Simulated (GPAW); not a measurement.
**Ga K ELNES/XANES of a GaN monolayer from DFT**

Which transitions of a GaN monolayer are seen with the electric vector in the plane, and which normal to it?

Program: GPAW 26.7.0. Level of theory: X-ray absorption from dipole matrix elements to empty bands, plane-wave PAW PBE. Results are calculated unless marked as measured.

### 1. The structure

The cell holds 14 atoms: 7 Ga and 7 N. Cell: a = 8.493 Å, b = 8.493 Å, c = 10.400 Å, α = 90.0°, β = 90.0°, γ = 120.0°. It derives from GaN. 14-site supercell of GaN monolayer. Vacuum lies along c.

### 2. Relaxation

The cell was built by hand, so its atoms are relaxed first: near-edge features follow bond lengths closely.

The input, relax.py:

```python
import numpy as np
from ase import Atoms
from ase.parallel import parprint, paropen
from gpaw import GPAW, PW, FermiDirac, Mixer, MixerDif, setup_paths
from ase.optimize import BFGS

atoms = Atoms('Ga7N7',
    cell=[[-8.025, 2.77994155, 0],
     [1.605, -8.33982464, 0],
     [0, 0, 10.4]],
    scaled_positions=[[0, 0, 0.5],
     [0.4285714, 0.1428571, 0.5],
     [0.8571429, 0.2857143, 0.5],
     [0.2857143, 0.4285714, 0.5],
     [0.7142857, 0.5714286, 0.5],
     [0.1428571, 0.7142857, 0.5],
     [0.5714286, 0.8571429, 0.5],
     [0.7619048, 0.8095238, 0.5],
     [0.1904762, 0.952381, 0.5],
     [0.6190476, 0.0952381, 0.5],
     [0.047619, 0.2380952, 0.5],
     [0.4761905, 0.3809524, 0.5],
     [0.9047619, 0.5238095, 0.5],
     [0.3333333, 0.6666667, 0.5]],
    pbc=True)
atoms.calc = GPAW(legacy_gpaw=True, mode=PW(450, force_complex_dtype=True), xc='PBE', setups={},
    kpts={'size': (3, 3, 1), 'gamma': True}, occupations=FermiDirac(0.08),
    charge=0, mixer=Mixer(0.05, 8, 50), maxiter=150,
    convergence={'density': 0.0001, 'eigenstates': 1e-6}, txt='relax.txt')
steps = []
opt = BFGS(atoms, logfile='-')
opt.attach(lambda: steps.append([atoms.get_potential_energy(), float(np.linalg.norm(atoms.get_forces(), axis=1).max())]))
done = opt.run(fmax=0.06, steps=35)
out = dict(done=bool(done), steps=steps, frac=atoms.get_scaled_positions().tolist())
import json
with paropen('out.json', 'w') as f:
    json.dump(out, f)
```

On the command line:

```
> OMP_NUM_THREADS=1 mpirun -n 4 gpaw python relax.py
```

Numbers of over 12 decimals in the logs are rounded to 6 here.

The program printed:

```text
Input parameters:
  convergence: {density: 0.0001,
                eigenstates: 1e-06}
  kpts: {gamma: True,
         size: (3, 3, 1)}
  maxiter: 150
  mixer: {backend: pulay,
          beta: 0.05,
          method: separate,
          nmaxold: 8,
          weight: 50}
  mode: {ecut: 450.000000,
         force_complex_dtype: True,
         name: pw}
  occupations: {fixmagmom: False,
                name: fermi-dirac,
[...]
Direct/indirect transitions are different
Direct gap: 2.491 eV
Transition at: (s=0, k=0, n=27, [0.00, 0.00, 0.00])

Forces in eV/Ang:
  0 Ga    0.00044   -0.00027    0.00000
  1 Ga    0.00019   -0.00070    0.00000
  2 Ga    0.00056   -0.00037    0.00000
  3 Ga    0.00073   -0.00003    0.00000
[...]
12 N     0.00137   -0.00046    0.00000
 13 N     0.00085   -0.00010    0.00000
Step     Time          Energy          fmax
BFGS:    0 23:44:29      -71.079819        0.001680
[key lines of the parts left out:]
Converged after 32 iterations.
Dipole moment: (7.239116, -8.359024, 0.000000) |e|*Ang
Free energy:    -71.079819
Fermi level: -1.39413
```

The job ended after 48 s (4 MPI ranks of Intel Xeon Platinum 8375C at 2.90GHz (Ice Lake), shared host; peak memory 0.28 GiB; 3.2 min of CPU time).

The forces of the start geometry were already under the goal, so no step was taken.

### 3. The field without a hole

The ground state comes first: it tells whether the system has a gap, which decides how the excited electron is treated.

The input, scf.py:

```python
import numpy as np
from ase import Atoms
from ase.parallel import parprint, paropen
from gpaw import GPAW, PW, FermiDirac, Mixer, MixerDif, setup_paths
from gpaw.test import gen
setup_paths.insert(0, '.')
gen('Ga', name='nch1s', xcname='PBE', corehole=(1, 0, 0), write_xml=True)
from gpaw.mpi import world
world.barrier()

atoms = Atoms('Ga7N7',
    cell=[[-8.025, 2.77994155, 0],
     [1.605, -8.33982464, 0],
     [0, 0, 10.4]],
    scaled_positions=[[0, 0, 0.5],
     [0.4285714, 0.1428571, 0.5],
     [0.8571429, 0.2857143, 0.5],
     [0.2857143, 0.4285714, 0.5],
     [0.7142857, 0.5714286, 0.5],
     [0.1428571, 0.7142857, 0.5],
     [0.5714286, 0.8571429, 0.5],
     [0.7619048, 0.8095238, 0.5],
     [0.1904762, 0.952381, 0.5],
     [0.6190476, 0.0952381, 0.5],
     [0.047619, 0.2380952, 0.5],
     [0.4761905, 0.3809524, 0.5],
     [0.9047619, 0.5238095, 0.5],
     [0.3333333, 0.6666667, 0.5]],
    pbc=True)
atoms.calc = calc = GPAW(legacy_gpaw=True, mode=PW(450, force_complex_dtype=True), xc='PBE', setups={0: 'nch1s'},
    kpts={'size': (2, 2, 1), 'gamma': True}, occupations=FermiDirac(0.05),
    charge=0, mixer=Mixer(0.05, 8, 50), maxiter=150,
    convergence={'density': 0.0001, 'eigenstates': 1e-6}, txt='scf.txt')
energy = atoms.get_potential_energy() + calc.get_reference_energy()
ef = calc.get_fermi_level()
out = dict(energy=energy, fermi=ef, forces=atoms.get_forces().tolist())
parprint(f'all-electron energy {energy:.4f} eV, Fermi level {ef:.4f} eV')
ev = np.array([[calc.get_eigenvalues(k, s) for k in range(len(calc.get_ibz_k_points()))] for s in range(calc.get_number_of_spins())])
out['homo'], out['lumo'], out['counts'] = ev[ev < ef].max(), ev[ev > ef].min(), sorted(set((ev < ef).sum((0, 2)).tolist()))
out['filled'] = (ev[:, 0] < ef).sum(1).tolist()
import json
with paropen('out.json', 'w') as f:
    json.dump(out, f)
```

On the command line:

```
> OMP_NUM_THREADS=1 mpirun -n 4 gpaw python scf.py
```

The program printed:

```text
Input parameters:
  convergence: {density: 0.0001,
                eigenstates: 1e-06}
  kpts: {gamma: True,
         size: (2, 2, 1)}
  maxiter: 150
  mixer: {backend: pulay,
          beta: 0.05,
          method: separate,
          nmaxold: 8,
          weight: 50}
  mode: {ecut: 450.000000,
         force_complex_dtype: True,
         name: pw}
  occupations: {fixmagmom: False,
                name: fermi-dirac,
                width: 0.05}
  setups: {0: nch1s}
  xc: PBE

Initialize ...

[... PAW data sets ...]

Reference energy: -380564.751970  # eV

Spin-paired calculation

[... convergence settings ...]
Symmetries present (total): 2
  [... symmetry matrices ...]

4 k-points: 2 x 2 x 1 Monkhorst-Pack grid + [1/4,1/4,0.000000]
4 k-points in the irreducible part of the Brillouin zone
       k-points in crystal coordinates                weights
   0:     0.00000000    0.00000000    0.00000000          1/4
   1:     0.00000000    0.50000000    0.00000000          1/4
   2:     0.50000000    0.00000000    0.00000000          1/4
   3:     0.50000000    0.50000000    0.00000000          1/4

Wave functions: Plane wave expansion
  Cutoff energy: 450.000 eV
  Number of coefficients (min, max): 14093, 14096
  Pulay-stress correction: 0.000000 eV/Ang^3 (de/decut=0.000000)
  Using FFTW library
  Wavefunction extrapolation:
    Improved wavefunction reuse through dual PAW basis

Occupation numbers: Fermi-Dirac:
  width: 0.0500  # eV

Eigensolver
   Davidson(niter=2)

Densities:
  Coarse grid: 42*42*54 grid
  Fine grid: 84*84*108 grid
  Total Charge: 0.000000

Density mixing:
  Method: separate
  Backend: pulay
  Linear mixing parameter: 0.05
  old densities: 8
  Width of damping distribution: 1.1
  Damping of long wavelength oscillations: 50

[... Hamiltonian set-up ...]
Number of atoms: 14
Number of atomic orbitals: 56
Number of bands in calculation: 38
Number of valence electrons: 56
Bands to converge: occupied

... initialized

Initializing position-dependent things.

Density initialized from atomic densities
Creating initial wave functions:
  38 bands from LCAO basis set

            Ga   N  Ga      Ga

           N  Ga   N  Ga   N
             N       N
                Ga       Ga
                       N

Atomic positions and initial magnetic moments

Positions:
   0 Ga     0.000000    0.000000    5.200000    ( 0.0000,  0.0000,  0.0000)
   1 Ga    -3.210000    0.000000    5.200000    ( 0.0000,  0.0000,  0.0000)
   2 Ga    -6.420000    0.000000    5.200000    ( 0.0000,  0.0000,  0.0000)
   3 Ga    -1.605000   -2.779941    5.200000    ( 0.0000,  0.0000,  0.0000)
   4 Ga    -4.815000   -2.779942    5.200000    ( 0.0000,  0.0000,  0.0000)
   5 Ga     0.000000   -5.559883    5.200000    ( 0.0000,  0.0000,  0.0000)
   6 Ga    -3.210000   -5.559883    5.200000    ( 0.0000,  0.0000,  0.0000)
[...]
11 N     -3.210000   -1.853294    5.200000    ( 0.0000,  0.0000,  0.0000)
  12 N     -6.420000   -1.853294    5.200000    ( 0.0000,  0.0000,  0.0000)
  13 N     -1.605000   -4.633236    5.200000    ( 0.0000,  0.0000,  0.0000)

Unit cell:
           periodic     x           y           z      points  spacing
  1. axis:    yes   -8.025000    2.779942    0.000000    42     0.1751
  2. axis:    yes    1.605000   -8.339825    0.000000    42     0.1751
  3. axis:    yes    0.000000    0.000000   10.400000    54     0.1926

  Lengths:   8.492862   8.492862  10.400000
  Angles:   90.000000  90.000000 120.000000

Effective grid spacing dv^(1/3) = 0.1896

iter:   1   -85.650232
iter:   2   -81.642010   -1.02  -0.51
iter:   3   -71.226686   -0.04  -0.56
iter:   4   -71.328419   -1.41  -1.05
iter:   5   -80.477012   -0.05  -1.06
iter:   6   -70.998740   -0.28  -0.71
iter:   7   -71.095593   -1.48  -1.72
iter:   8   -71.116758   -1.55  -1.90
[...]
iter:  14   -71.186030   -3.16  -1.64
iter:  15   -71.117394   -2.31  -1.73
iter:  16   -71.111785   -2.58  -2.17
iter:  17   -71.112460c  -3.85  -3.29
iter:  18   -71.112591c  -4.57  -3.20
iter:  19   -71.112616c  -4.28  -3.19
iter:  20   -71.112610c  -5.31  -3.31
iter:  21   -71.112559c  -5.59  -3.34
iter:  22   -71.112569c  -5.37  -3.69
iter:  23   -71.112828c  -4.65  -3.57
iter:  24   -71.112742c  -6.42c -2.99
[...]
iter:  28   -71.112624c  -5.09  -2.94
iter:  29   -71.112551c  -4.89  -3.23
iter:  30   -71.112561c  -5.53  -4.07c
iter:  31   -71.112555c  -6.51c -3.83
iter:  32   -71.112574c  -5.57  -4.30c
iter:  33   -71.112559c  -6.59c -3.58
iter:  34   -71.112564c  -5.45  -3.81
iter:  35   -71.112555c  -6.82c -3.72
iter:  36   -71.112554c  -8.20c -3.98
iter:  37   -71.112544c  -6.35c -3.95
iter:  38   -71.112544c  -7.57c -4.72c

Converged after 38 iterations.

Dipole moment: (7.239200, -8.359130, 0.000000) |e|*Ang

Energy contributions relative to reference atoms: (reference = -380564.751970)

Kinetic:       +192.531006
Potential:     -163.323313
External:        +0.000000
XC:            -100.364210
Entropy (-ST):   -0.000000
Local:           +0.043973
SIC:             +0.000000
--------------------------
Free energy:    -71.112544
Extrapolated:   -71.112544

Showing only first 2 kpts
 Kpt  Band  Eigenvalues  Occupancy
  0    26     -2.87054    2.00000
  0    27     -2.87016    2.00000
  0    28     -0.38426    0.00000
  0    29      2.67245    0.00000

  1    26     -2.62893    2.00000
  1    27     -2.62887    2.00000
  1    28      1.14605    0.00000
  1    29      1.14605    0.00000

Fermi level: -1.45493

Gap: 2.245 eV
Transition (v -> c):
  (s=0, k=3, n=27, [0.50, 0.50, 0.00]) -> (s=0, k=0, n=28, [0.00, 0.00, 0.00])
Direct/indirect transitions are different
Direct gap: 2.486 eV
Transition at: (s=0, k=0, n=27, [0.00, 0.00, 0.00])

Forces in eV/Ang:
  0 Ga    0.00024   -0.00030    0.00000
  1 Ga    0.00033   -0.00011    0.00000
  2 Ga    0.00026   -0.00028    0.00000
  3 Ga    0.00023   -0.00027    0.00000
  4 Ga    0.00049   -0.00038    0.00000
  5 Ga    0.00026   -0.00016    0.00000
  6 Ga    0.00040   -0.00013    0.00000
[...]
11 N     0.00026   -0.00014    0.00000
 12 N    -0.00013    0.00083    0.00000
 13 N     0.00030    0.00046    0.00000
Scalar-relativistic atomic PBE calculation for Ga (Gallium, Z=31)
Core hole in 1s state (1s occupation: 2.0)
600 radial gridpoints.
|------------------------------------------------|
|------------------------------------------------|
[... the atom generator's iteration count ...]

Energy contributions:
-------------------------
Kinetic:    +1975.818718
XC:           -75.460039
Potential:  -3843.834555
-------------------------
Total:      -1943.475875

state      eigenvalue         ekin         rmax
-----------------------------------------------
1s^2.0 :  -375.738345   483.145156        0.032
2s^2.0 :   -46.372143    92.242833        0.182
2p^6.0 :   -40.383279    89.841965        0.146
3s^2.0 :    -5.441135    20.702678        0.565
3p^6.0 :    -3.633356    18.380252        0.567
3d^10.0:    -0.703962    12.956549        0.533
4s^2.0 :    -0.328732     1.921093        1.895
4p^1.0 :    -0.094810     0.896399        2.539
-----------------------------------------------
(units: Bohr and Hartree)

Generating PAW setup
Kinetic energy of the core from tauc = 1991.443120
Cutoffs:
rc(s)=2.200
rc(p)=2.200
rc(d)=2.200
rc(vbar)=1.980
rc(comp)=2.200
rc(nct)=2.200

Kinetic energy of the core states: 1971.080133
Charge: 0.0
Core electrons: 28.0
Valence electrons: 3.0
Pseudo-core charge: 1.922205
Shape function alpha=2.066
Pseudo-electron charge 5.203998
state    eigenvalue         norm
--------------------------------
4s(2) :    -0.328732     1.135119
*s    :     0.671268
4p(1) :    -0.094810     1.011555
*p    :     0.905190
*d    :     0.000000
--------------------------------

Diagonalizing with gridspacing h=0.050

state   all-electron     PAW
-------------------------------
4s:      -0.328732    -0.328886
4p:      -0.094810    -0.094897
*d:                    0.028969
*f:                    0.063419
-------------------------------
all-electron energy -380635.8645 eV, Fermi level -1.4549 eV
```

The job ended after 48 s (4 MPI ranks; peak memory 0.39 GiB).

The mesh shows a gap of 2.24 eV. The excited electron is kept all the same, which keeps the cell neutral.

### 4. Reference energy of the cell

The photon energy needs a difference of total energies, so the cell and mesh of the coming hole run are first run without a hole.

Changes to scf.py since step 3:

```diff
@@ -30,3 +30,3 @@
 atoms.calc = calc = GPAW(legacy_gpaw=True, mode=PW(450, force_complex_dtype=True), xc='PBE', setups={0: 'nch1s'},
-    kpts={'size': (2, 2, 1), 'gamma': True}, occupations=FermiDirac(0.05),
+    kpts={'size': (2, 2, 1), 'gamma': True}, occupations=FermiDirac(0.02),
     charge=0, mixer=Mixer(0.05, 8, 50), maxiter=150,
```

The program printed:

```text
Input parameters:
  convergence: {density: 0.0001,
                eigenstates: 1e-06}
  kpts: {gamma: True,
         size: (2, 2, 1)}
  maxiter: 150
  mixer: {backend: pulay,
          beta: 0.05,
          method: separate,
          nmaxold: 8,
          weight: 50}
  mode: {ecut: 450.000000,
         force_complex_dtype: True,
         name: pw}
  occupations: {fixmagmom: False,
                name: fermi-dirac,
[...]
4s(2) :    -0.328732     1.135119
*s    :     0.671268
4p(1) :    -0.094810     1.011555
*p    :     0.905190
*d    :     0.000000
--------------------------------

Diagonalizing with gridspacing h=0.050

state   all-electron     PAW
-------------------------------
4s:      -0.328732    -0.328886
4p:      -0.094810    -0.094897
*d:                    0.028969
*f:                    0.063419
-------------------------------
all-electron energy -380635.8645 eV, Fermi level -1.8617 eV
[key lines of the parts left out:]
Converged after 38 iterations.
Dipole moment: (7.239206, -8.359145, 0.000000) |e|*Ang
Free energy:    -71.112552
Fermi level: -1.86168
```

Wall time 50 s (4 MPI ranks); peak memory 0.39 GiB; 3.3 min of CPU time.

Reference energy: -380635.865 eV with the cores included.

(Part 1 of 2 ends here.)

[Banner, clock and machine lines of the logs are left out without a mark of their own.]

[Logs are printed without paths, hosts, clocks, repeated set-up lines and the standing remarks that a program may print on its own settings, such as how far it seeks lower states.]

[Hosts, paths, dates, database ids (printed as entryN), source tags and the programs' standing remarks are cut or masked in the printed files.]

[Lists of maxima count a maximum above −3 eV only where it reaches 4 % of the highest in the window and stands out from its surroundings by 2 % of it (1.5 % where it reaches 55 %); shoulders and weaker maxima are passed over, and of the rest the first, up to two pre-edge ones and the few strongest are named.]
